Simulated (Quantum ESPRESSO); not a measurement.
# Ba2FeMoO6: which magnetic order is lowest, part 3 of 3

Does Ba2FeMoO6 prefer parallel or opposed moments?

Quantum ESPRESSO 7.5; LDA; plane waves with GBRV 1.5 LDA potentials, no spin-orbit coupling.

So far, absolute magnetization (μB): 4.61 in steps 2, 3 and 5.

**6. Another way to count moments**

Level of this step: LDA; plane waves with GBRV 1.5 LDA potentials, no spin-orbit coupling, projections on orthogonalised atomic orbitals (Quantum ESPRESSO).

projwfc.x projects the saved states on orthogonalised atomic orbitals of the pseudopotential files.

The log of the run:

```text
[banner, memory and clock lines left out]
Program PROJWFC v.7.5 starts

     [... lines left out ...]
     IMPORTANT: XC functional enforced from input :
     Exchange-correlation= PZ
                           (   1   1   0   0   0   0   0)
     Any further DFT definition will be discarded
     Please, verify this is what you really want

     G-vector sticks info

     Check: negative core charge=   -0.000012

     negative rho (up, down):  8.971E-02 8.941E-02

     Gaussian broadening (read from input): ngauss,degauss=   0    0.010000

     Calling projwave ....

  Problem Sizes
  natomwfc =           76
  nbnd     =           62
  nkstot   =           16
  npwx     =         3828
  nkb      =          164

     Atomic states used for projection
     (read from pseudopotential files):

     state #   1: atom   1 (Ba ), wfc  1 (l=0 m= 1)
     state #   2: atom   1 (Ba ), wfc  2 (l=1 m= 1)
     state #   3: atom   1 (Ba ), wfc  2 (l=1 m= 2)
     state #   4: atom   1 (Ba ), wfc  2 (l=1 m= 3)
     state #   5: atom   1 (Ba ), wfc  3 (l=2 m= 1)
     state #   6: atom   1 (Ba ), wfc  3 (l=2 m= 2)
     state #   7: atom   1 (Ba ), wfc  3 (l=2 m= 3)
     state #   8: atom   1 (Ba ), wfc  3 (l=2 m= 4)
     state #   9: atom   1 (Ba ), wfc  3 (l=2 m= 5)
     state #  10: atom   1 (Ba ), wfc  4 (l=0 m= 1)
     state #  11: atom   1 (Ba ), wfc  5 (l=1 m= 1)
     state #  12: atom   1 (Ba ), wfc  5 (l=1 m= 2)
     state #  13: atom   1 (Ba ), wfc  5 (l=1 m= 3)
     state #  14: atom   2 (Ba ), wfc  1 (l=0 m= 1)
     state #  15: atom   2 (Ba ), wfc  2 (l=1 m= 1)
     state #  16: atom   2 (Ba ), wfc  2 (l=1 m= 2)
     state #  17: atom   2 (Ba ), wfc  2 (l=1 m= 3)
     state #  18: atom   2 (Ba ), wfc  3 (l=2 m= 1)
     state #  19: atom   2 (Ba ), wfc  3 (l=2 m= 2)
     state #  20: atom   2 (Ba ), wfc  3 (l=2 m= 3)
     state #  21: atom   2 (Ba ), wfc  3 (l=2 m= 4)
     state #  22: atom   2 (Ba ), wfc  3 (l=2 m= 5)
     state #  23: atom   2 (Ba ), wfc  4 (l=0 m= 1)
     state #  24: atom   2 (Ba ), wfc  5 (l=1 m= 1)
     state #  25: atom   2 (Ba ), wfc  5 (l=1 m= 2)
     state #  26: atom   2 (Ba ), wfc  5 (l=1 m= 3)
     state #  27: atom   3 (Fe ), wfc  1 (l=0 m= 1)
     state #  28: atom   3 (Fe ), wfc  2 (l=1 m= 1)
     state #  29: atom   3 (Fe ), wfc  2 (l=1 m= 2)
     state #  30: atom   3 (Fe ), wfc  2 (l=1 m= 3)
     state #  31: atom   3 (Fe ), wfc  3 (l=2 m= 1)
     state #  32: atom   3 (Fe ), wfc  3 (l=2 m= 2)
     state #  33: atom   3 (Fe ), wfc  3 (l=2 m= 3)
     state #  34: atom   3 (Fe ), wfc  3 (l=2 m= 4)
     state #  35: atom   3 (Fe ), wfc  3 (l=2 m= 5)
     state #  36: atom   3 (Fe ), wfc  4 (l=0 m= 1)
     state #  37: atom   3 (Fe ), wfc  5 (l=1 m= 1)
     state #  38: atom   3 (Fe ), wfc  5 (l=1 m= 2)
     state #  39: atom   3 (Fe ), wfc  5 (l=1 m= 3)
     state #  40: atom   4 (Mo ), wfc  1 (l=0 m= 1)
     state #  41: atom   4 (Mo ), wfc  2 (l=1 m= 1)
     state #  42: atom   4 (Mo ), wfc  2 (l=1 m= 2)
     state #  43: atom   4 (Mo ), wfc  2 (l=1 m= 3)
     state #  44: atom   4 (Mo ), wfc  3 (l=2 m= 1)
     state #  45: atom   4 (Mo ), wfc  3 (l=2 m= 2)
     state #  46: atom   4 (Mo ), wfc  3 (l=2 m= 3)
     state #  47: atom   4 (Mo ), wfc  3 (l=2 m= 4)
     state #  48: atom   4 (Mo ), wfc  3 (l=2 m= 5)
     state #  49: atom   4 (Mo ), wfc  4 (l=0 m= 1)
     state #  50: atom   4 (Mo ), wfc  5 (l=1 m= 1)
     state #  51: atom   4 (Mo ), wfc  5 (l=1 m= 2)
     state #  52: atom   4 (Mo ), wfc  5 (l=1 m= 3)
     state #  53: atom   5 (O  ), wfc  1 (l=0 m= 1)
     state #  54: atom   5 (O  ), wfc  2 (l=1 m= 1)
     state #  55: atom   5 (O  ), wfc  2 (l=1 m= 2)
     state #  56: atom   5 (O  ), wfc  2 (l=1 m= 3)
     state #  57: atom   6 (O  ), wfc  1 (l=0 m= 1)
     state #  58: atom   6 (O  ), wfc  2 (l=1 m= 1)
     state #  59: atom   6 (O  ), wfc  2 (l=1 m= 2)
     state #  60: atom   6 (O  ), wfc  2 (l=1 m= 3)
     state #  61: atom   7 (O  ), wfc  1 (l=0 m= 1)
     state #  62: atom   7 (O  ), wfc  2 (l=1 m= 1)
[...]
spin up      =   9.5597, s =  1.1423,
                 spin up      =   9.5597, p =  3.5152, pz=  1.1717, px=  1.1717, py=  1.1717,
                 spin up      =   9.5597, d =  4.9021, dz2=  0.9851, dxz=  0.9773, dyz=  0.9773, dx2-y2=  0.9851, dxy=  0.9773,
                 spin down    =   5.7679, s =  1.1268,
                 spin down    =   5.7679, p =  3.4992, pz=  1.1664, px=  1.1664, py=  1.1664,
                 spin down    =   5.7679, d =  1.1420, dz2=  0.1831, dxz=  0.2586, dyz=  0.2586, dx2-y2=  0.1831, dxy=  0.2586,
                 polarization =   3.7918, s =  0.0155, p =  0.0161, d =  3.7602,
     Atom #   4: total charge =  13.2643, s =  2.2286, p =  6.9814, d =  4.0543,
                 spin up      =   6.4921, s =  1.1158,
                 spin up      =   6.4921, p =  3.4916, pz=  1.1639, px=  1.1639, py=  1.1639,
                 spin up      =   6.4921, d =  1.8847, dz2=  0.4153, dxz=  0.3514, dyz=  0.3514, dx2-y2=  0.4153, dxy=  0.3514,
                 spin down    =   6.7722, s =  1.1128,
                 spin down    =   6.7722, p =  3.4898, pz=  1.1633, px=  1.1633, py=  1.1633,
                 spin down    =   6.7722, d =  2.1695, dz2=  0.3927, dxz=  0.4614, dyz=  0.4614, dx2-y2=  0.3927, dxy=  0.4614,
                 polarization =  -0.2800, s =  0.0030, p =  0.0018, d = -0.2848,
     Atom #   5: total charge =   6.3628, s =  1.6128, p =  4.7501, d =  0.0000,
                 spin up      =   3.2272, s =  0.8121,
                 spin up      =   3.2272, p =  2.4151, pz=  0.8172, px=  0.7807, py=  0.8172,
                 spin up      =   3.2272, d =  0.0000, dz2=  0.0000, dxz=  0.0000, dyz=  0.0000, dx2-y2=  0.0000, dxy=  0.0000,
                 spin down    =   3.1356, s =  0.8006,
                 spin down    =   3.1356, p =  2.3350, pz=  0.7974, px=  0.7401, py=  0.7974,
                 spin down    =   3.1356, d =  0.0000, dz2=  0.0000, dxz=  0.0000, dyz=  0.0000, dx2-y2=  0.0000, dxy=  0.0000,
                 polarization =   0.0916, s =  0.0115, p =  0.0801, d =  0.0000,
     Atom #   6: total charge =   6.3628, s =  1.6128, p =  4.7501, d =  0.0000,
                 spin up      =   3.2272, s =  0.8121,
                 spin up      =   3.2272, p =  2.4151, pz=  0.8172, px=  0.8172, py=  0.7807,
                 spin up      =   3.2272, d =  0.0000, dz2=  0.0000, dxz=  0.0000, dyz=  0.0000, dx2-y2=  0.0000, dxy=  0.0000,
                 spin down    =   3.1356, s =  0.8006,
                 spin down    =   3.1356, p =  2.3350, pz=  0.7974, px=  0.7974, py=  0.7401,
                 spin down    =   3.1356, d =  0.0000, dz2=  0.0000, dxz=  0.0000, dyz=  0.0000, dx2-y2=  0.0000, dxy=  0.0000,
                 polarization =   0.0916, s =  0.0115, p =  0.0801, d =  0.0000,
     Atom #   7: total charge =   6.3628, s =  1.6128, p =  4.7501, d =  0.0000,
                 spin up      =   3.2272, s =  0.8121,
                 spin up      =   3.2272, p =  2.4151, pz=  0.8172, px=  0.7807, py=  0.8172,
                 spin up      =   3.2272, d =  0.0000, dz2=  0.0000, dxz=  0.0000, dyz=  0.0000, dx2-y2=  0.0000, dxy=  0.0000,
                 spin down    =   3.1356, s =  0.8006,
                 spin down    =   3.1356, p =  2.3350, pz=  0.7974, px=  0.7401, py=  0.7974,
                 spin down    =   3.1356, d =  0.0000, dz2=  0.0000, dxz=  0.0000, dyz=  0.0000, dx2-y2=  0.0000, dxy=  0.0000,
                 polarization =   0.0916, s =  0.0115, p =  0.0801, d =  0.0000,
     Atom #   8: total charge =   6.3628, s =  1.6128, p =  4.7501, d =  0.0000,
                 spin up      =   3.2272, s =  0.8121,
                 spin up      =   3.2272, p =  2.4151, pz=  0.8172, px=  0.8172, py=  0.7807,
                 spin up      =   3.2272, d =  0.0000, dz2=  0.0000, dxz=  0.0000, dyz=  0.0000, dx2-y2=  0.0000, dxy=  0.0000,
                 spin down    =   3.1356, s =  0.8006,
                 spin down    =   3.1356, p =  2.3350, pz=  0.7974, px=  0.7974, py=  0.7401,
                 spin down    =   3.1356, d =  0.0000, dz2=  0.0000, dxz=  0.0000, dyz=  0.0000, dx2-y2=  0.0000, dxy=  0.0000,
                 polarization =   0.0916, s =  0.0115, p =  0.0801, d =  0.0000,
     Atom #   9: total charge =   6.3628, s =  1.6128, p =  4.7501, d =  0.0000,
                 spin up      =   3.2272, s =  0.8121,
                 spin up      =   3.2272, p =  2.4151, pz=  0.7807, px=  0.8172, py=  0.8172,
                 spin up      =   3.2272, d =  0.0000, dz2=  0.0000, dxz=  0.0000, dyz=  0.0000, dx2-y2=  0.0000, dxy=  0.0000,
                 spin down    =   3.1356, s =  0.8006,
                 spin down    =   3.1356, p =  2.3350, pz=  0.7401, px=  0.7974, py=  0.7974,
                 spin down    =   3.1356, d =  0.0000, dz2=  0.0000, dxz=  0.0000, dyz=  0.0000, dx2-y2=  0.0000, dxy=  0.0000,
                 polarization =   0.0916, s =  0.0115, p =  0.0801, d =
```

The job ended after 2.3 s (4 MPI ranks of Arm Neoverse V2, shared host; peak memory 0.39 GiB; 9.1 s of CPU time).

| atom | moment in the sphere (μB) | Löwdin moment (μB) | Löwdin charge (e) |
| --- | --- | --- | --- |
| Ba1 | -0.005 | -0.028 | 9.503 |
| Ba2 | -0.005 | -0.028 | 9.503 |
| Fe3 | 3.510 | 3.792 | 15.328 |
| Mo4 | -0.154 | -0.280 | 13.264 |
| O5 | 0.084 | 0.092 | 6.363 |
| O6 | 0.084 | 0.092 | 6.363 |
| O7 | 0.084 | 0.092 | 6.363 |
| O8 | 0.084 | 0.092 | 6.363 |
| O9 | 0.084 | 0.092 | 6.363 |
| O10 | 0.084 | 0.092 | 6.363 |

**7. Summary of results**

```json
{
  "lowest state found": "ferrimagnetic (from ferro ++ and ferri +-)",
  "largest site moment": "3.51 μB"
}
```

What this shows: 1 start left the typed signs, so such an energy belongs to the state reached, not the one typed. The largest moment reads 3.51 μB in the sphere and 3.79 μB by Löwdin projection; a site moment hangs on how space is shared out. Only these 2 starts were compared; other wavevectors, canted and longer-period orders were not. No Hubbard term acts here. In such compounds local and semilocal functionals without one often delocalise the d electrons, and can shrink or lose moments and miss the size, sign and order of the couplings. The smearing term is large for its width, so states at the Fermi level are partly filled: at this level the cell is a metal or has a gap of a few widths at most.

[Logs and program files are shortened in this print: banners, set-up blocks, solver, clock and traceback lines can be left out without a mark of their own.]

[Logs are printed without paths, hosts, clocks, repeated set-up lines and the standing remarks that a program may print on its own settings, such as how far it seeks lower states.]

[Hosts, paths, dates, database ids (printed as entryN), source tags and the programs' standing remarks are cut or masked in the printed files.]

[Where a cell is said to come from a database of computed structures, the database is the Materials Project.]
